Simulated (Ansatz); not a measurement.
# Changed inputs in constrained RPA: NaAuF3 (cubic perovskite) (Pm-3m)

Wanted: the sensitivity and cost of U and J for NaAuF3 (cubic perovskite) (Pm-3m).

Program: Ansatz 0.2.0. Level of theory: constrained RPA on PBEsol, plane waves, PAW. Results are calculated unless marked as measured.

Most raw output is cut from this account.

The structure was built from a prototype and need not be the compound's stable phase.

## (1) The structure

Symmetry: Pm-3m, No. 221, cubic system. The conventional cell has a = 4.375 Å, b = 4.375 Å, c = 4.375 Å, α = 90.00°, β = 90.00°, γ = 90.00°. Nearest to Na lie 12 F at 3.09 Å. Au has 6 F at 2.19 Å nearest. F has 2 Au at 2.19 Å nearest. Farther neighbours and most contacts between anions are not listed.

The structure was relaxed with PBEsol. The structure type comes from a generator and need not be one that this composition takes. The structure was generated from a model, not taken from a measurement. The runs that relaxed it are not among those shown. The program's search for lower electronic states was switched off, so nothing shows that the state found is the lowest. Spin-orbit coupling is left out unless a step names it. The default PAW set here is soft_2. Its files were made with PBE.

## (2) Base: Au d, bands v5 to v1, 4×4×4 mesh, medium accuracy

Constrained RPA screens the interaction with every transition except those inside the target bands, which a later many-body model would treat itself.

Input file input.yaml:

```yaml
crystal:
  lattice:
    - [0.0, -4.37522604, 0.0]
    - [0.0, 0.0, 4.37522604]
    - [-4.37522604, 0.0, 0.0]
  atoms:
    - { symbol: Na, position: [0.0, 0.0, 0.0] }
    - { symbol: Au, position: [0.5, 0.5, 0.5] }
    - { symbol: F, position: [0.5, 0.5, 0.0] }
    - { symbol: F, position: [0.5, 0.0, 0.5] }
    - { symbol: F, position: [0.0, 0.5, 0.5] }
kpoints:
  mp_grid: { grid: [6, 6, 6] }
hamiltonian:
  xc: pbesol
scf:
  occupations: { method: gaussian, width: 0.08 }
  n_extra_bands: 19
  max_iter: 150
  lower_state_search: "off"
output:
  crpa:
    kmesh: [4, 4, 4]
    target_bands: [v5, v1]
    projections: [{ species: Au, l: d, shell: 5 }]
  local_orbitals:
    kmesh: [8, 8, 8]
    orbitals: [{ species: Au, l: d, shell: 5 }]
    window: { bands: [v5, v1] }
    seedname: lo
```

On the command line:

```bash
ansatz run input.yaml --threads 4 --pin off --max-ram 9216MiB --backend cpu --events-out ev --progress --plain --runs-dir out
```

Elapsed: 44 s, on 4 threads of Intel Xeon Platinum 8559C (Emerald Rapids), shared host; peak memory 0.7 GiB; 2.7 min of CPU time.

Numbers from this step:

* U: 4.689 eV
* U prime (inter-orbital): 4.017 eV
* J: 0.3090 eV
* bare V: 12.59 eV
* bare J: 0.4260 eV
* stated bound on U: 0.01313 eV
* U over bare V: 0.3725
* electrons in the window: 9.000
* head of the constrained inverse dielectric matrix: 0.3508
* least eigenvalue of the projection's overlap: 0.5714
* target functions: 5
* bands in the sums: 50
* r.m.s. miss of the model bands: 0.001551 eV
* width of the target bands: 4.086 eV
* weight of the projected orbitals in the window: 0.7297

On the Au d shell, screening brings the on-site interaction from 12.6 eV down to U = 4.69 eV.

## (3) Changed: 2×2×2 mesh

Changes to input.yaml since step 2:

```diff
@@ -22,9 +22,4 @@
   crpa:
-    kmesh: [4, 4, 4]
+    kmesh: [2, 2, 2]
     target_bands: [v5, v1]
     projections: [{ species: Au, l: d, shell: 5 }]
-  local_orbitals:
-    kmesh: [8, 8, 8]
-    orbitals: [{ species: Au, l: d, shell: 5 }]
-    window: { bands: [v5, v1] }
-    seedname: lo
```

The job ended after 5.6 s (4 threads; peak memory 0.59 GiB; 19 s of CPU time).

This step gave:

```yaml
u: 5.297 eV
u_prime_inter_orbital: 4.587 eV
j: 0.3307 eV
bare_v: 13.27 eV
bare_j: 0.4534 eV
stated_bound_on_u: 0.01216 eV
u_over_bare_v: 0.3993
electrons_in_the_window: 9.000
head_of_the_constrained_inverse_dielectric_matrix: 0.4304
least_eigenvalue_of_the_projection_s_overlap: 0.5714
target_functions: 5
bands_in_the_sums: 50
width_of_the_target_bands: 4.086 eV
weight_of_the_projected_orbitals_in_the_window: 0.7297
```

On the Au d shell, screening brings the on-site interaction from 13.3 eV down to U = 5.30 eV.

## (4) Changed: 6×6×6 mesh

Changes to input.yaml since step 3:

```diff
@@ -22,3 +22,3 @@
   crpa:
-    kmesh: [2, 2, 2]
+    kmesh: [6, 6, 6]
     target_bands: [v5, v1]
```

It took 4.1 min on 4 threads; peak memory 0.95 GiB.

Numbers from this step:

- U: 4.683 eV
- U prime (inter-orbital): 4.016 eV
- J: 0.3067 eV
- bare V: 12.50 eV
- bare J: 0.4228 eV
- stated bound on U: 0.01369 eV
- U over bare V: 0.3748
- electrons in the window: 9.000
- head of the constrained inverse dielectric matrix: 0.3587
- least eigenvalue of the projection's overlap: 0.5714
- target functions: 5
- bands in the sums: 50
- width of the target bands: 4.086 eV
- weight of the projected orbitals in the window: 0.7297

On the Au d shell, screening brings the on-site interaction from 12.5 eV down to U = 4.68 eV.

## (5) Changed: accuracy low

Changes to input.yaml since step 4:

```diff
@@ -22,4 +22,5 @@
   crpa:
-    kmesh: [6, 6, 6]
+    kmesh: [4, 4, 4]
     target_bands: [v5, v1]
     projections: [{ species: Au, l: d, shell: 5 }]
+    accuracy: low
```

Run time: 22 s. Hardware: 4 threads; peak memory 0.65 GiB; 78 s of CPU time.

This step gave:

```yaml
u: 4.656 eV
u_prime_inter_orbital: 3.988 eV
j: 0.3078 eV
bare_v: 12.59 eV
bare_j: 0.4260 eV
stated_bound_on_u: 0.1250 eV
u_over_bare_v: 0.3699
electrons_in_the_window: 9.000
head_of_the_constrained_inverse_dielectric_matrix: 0.3505
least_eigenvalue_of_the_projection_s_overlap: 0.5714
target_functions: 5
bands_in_the_sums: 50
width_of_the_target_bands: 4.086 eV
weight_of_the_projected_orbitals_in_the_window: 0.7297
```

On the Au d shell, screening brings the on-site interaction from 12.6 eV down to U = 4.66 eV.

## (6) Changed: accuracy high

Changes to input.yaml since step 5:

```diff
@@ -25,2 +25,2 @@
     projections: [{ species: Au, l: d, shell: 5 }]
-    accuracy: low
+    accuracy: high
```

It took 74 s on 4 threads; peak memory 0.78 GiB.

This step gave:

- U: 4.690 eV
- U prime (inter-orbital): 4.019 eV
- J: 0.3090 eV
- bare V: 12.59 eV
- bare J: 0.4260 eV
- stated bound on U: 4.43e-4 eV
- U over bare V: 0.3726
- electrons in the window: 9.000
- head of the constrained inverse dielectric matrix: 0.3508
- least eigenvalue of the projection's overlap: 0.5714
- target functions: 5
- bands in the sums: 50
- width of the target bands: 4.086 eV
- weight of the projected orbitals in the window: 0.7297

On the Au d shell, screening brings the on-site interaction from 12.6 eV down to U = 4.69 eV.

## (7) Changed: more bands than orbitals

Changes to input.yaml since step 6:

```diff
@@ -23,4 +23,3 @@
     kmesh: [4, 4, 4]
-    target_bands: [v5, v1]
+    target_bands: [v5, c1]
     projections: [{ species: Au, l: d, shell: 5 }]
-    accuracy: high
```

Wall time 0.13 s (4 threads); peak memory 0.1 GiB.

The program refused the input before any cycle.

The program's message: “Error: invalid value for `output.crpa.projections`: 5 orbital(s) selected but the target window spans 6 band(s); name one orbital per band of it”

The fault put into this input: more bands than orbitals.

## (8) Changed: volume +3 %

The cell differs from the one that the last finished run ended in (a 4.375 → 4.419 Å, b 4.375 → 4.419 Å, c 4.375 → 4.419 Å).

input.yaml, the sections that differ from step 7:

```yaml
crystal:
  lattice:
    - [0.0, -4.4185479271, 0.0]
    - [0.0, 0.0, 4.4185479271]
    - [-4.4185479271, 0.0, 0.0]
  atoms:
    - { symbol: Na, position: [0.0, 0.0, 0.0] }
    - { symbol: Au, position: [0.5, 0.5, 0.5] }
    - { symbol: F, position: [0.5, 0.5, 0.0] }
    - { symbol: F, position: [0.5, 0.0, 0.5] }
    - { symbol: F, position: [0.0, 0.5, 0.5] }
output:
  crpa:
    kmesh: [4, 4, 4]
    target_bands: [v5, v1]
    projections: [{ species: Au, l: d, shell: 5 }]
  local_orbitals:
    kmesh: [8, 8, 8]
    orbitals: [{ species: Au, l: d, shell: 5 }]
    window: { bands: [v5, v1] }
    seedname: lo
# kpoints, hamiltonian, scf: as in step 7
```

Elapsed: 41 s, on 4 threads; peak memory 0.69 GiB; 2.6 min of CPU time.

This step gave:

```
U                                                 : 4.657 eV
U prime (inter-orbital)                           : 3.992 eV
J                                                 : 0.3046 eV
bare V                                            : 12.48 eV
bare J                                            : 0.4206 eV
stated bound on U                                 : 0.01333 eV
U over bare V                                     : 0.3732
electrons in the window                           : 9.000
head of the constrained inverse dielectric matrix : 0.3553
least eigenvalue of the projection's overlap      : 0.5688
target functions                                  : 5
bands in the sums                                 : 50
r.m.s. miss of the model bands                    : 0.001667 eV
width of the target bands                         : 3.908 eV
weight of the projected orbitals in the window    : 0.7258
```

On the Au d shell, screening brings the on-site interaction from 12.5 eV down to U = 4.66 eV.

## (9) Side by side

Times are wall times on 4 threads of Intel Xeon Platinum 8559C (Emerald Rapids), shared host, good to a factor of about two.

| run | bare V (eV) | U (eV) | J (eV) | bound on U (eV) | width (eV) | time |
| --- | --- | --- | --- | --- | --- | --- |
| target window | 12.59 | 4.689 | 0.309 | 0.0131 | 4.09 | 44 s |
| 2×2×2 mesh | 13.27 | 5.297 | 0.331 | 0.0122 | 4.09 | 5.6 s |
| 6×6×6 mesh | 12.50 | 4.683 | 0.307 | 0.0137 | 4.09 | 4.1 min |
| accuracy low | 12.59 | 4.656 | 0.308 | 0.1250 | 4.09 | 22 s |
| accuracy high | 12.59 | 4.690 | 0.309 | 0.0004 | 4.09 | 74 s |
| volume +3 % | 12.48 | 4.657 | 0.305 | 0.0133 | 3.91 | 41 s |

## (10) Summary of results

```yaml
target_window: U 4.69 eV, J 0.31 eV
2x2x2_mesh: U 5.30 eV, J 0.33 eV
6x6x6_mesh: U 4.68 eV, J 0.31 eV
accuracy_low: U 4.66 eV, J 0.31 eV
accuracy_high: U 4.69 eV, J 0.31 eV
volume_plus_3: U 4.66 eV, J 0.30 eV
```

2×2×2 mesh moves U by +0.61 eV at 0.13 times the time. 6×6×6 mesh moves U by −0.01 eV (within the solver's bounds, for the mean over orbitals) at 5.5 times the time. Accuracy low moves U by −0.03 eV (within the solver's bounds, for the mean over orbitals) at 0.49 times the time. Accuracy high moves U by +0.001 eV (within the solver's bounds, for the mean over orbitals). Volume +3 % moves U by −0.03 eV. The printed bound covers the solver alone, not the mesh. The parent state is non-magnetic and the interaction static (zero frequency); U depends on the window and the orbitals, so it belongs to this model alone. Spin-orbit coupling, which is strong for atoms this heavy, is left out.

[Paths, hosts, dates, memory and timing lines, banners, echoed tables and standing remarks are left out of the program output.]

[Logs are printed without paths, hosts, clocks, repeated set-up lines and the standing remarks that a program may print on its own settings, such as how far it seeks lower states.]

[Runs of the session that timed out or met a known fault of the program may be left out.]

[Hosts, paths, dates, database ids (printed as entryN), source tags and the programs' standing remarks are cut or masked in the printed files.]
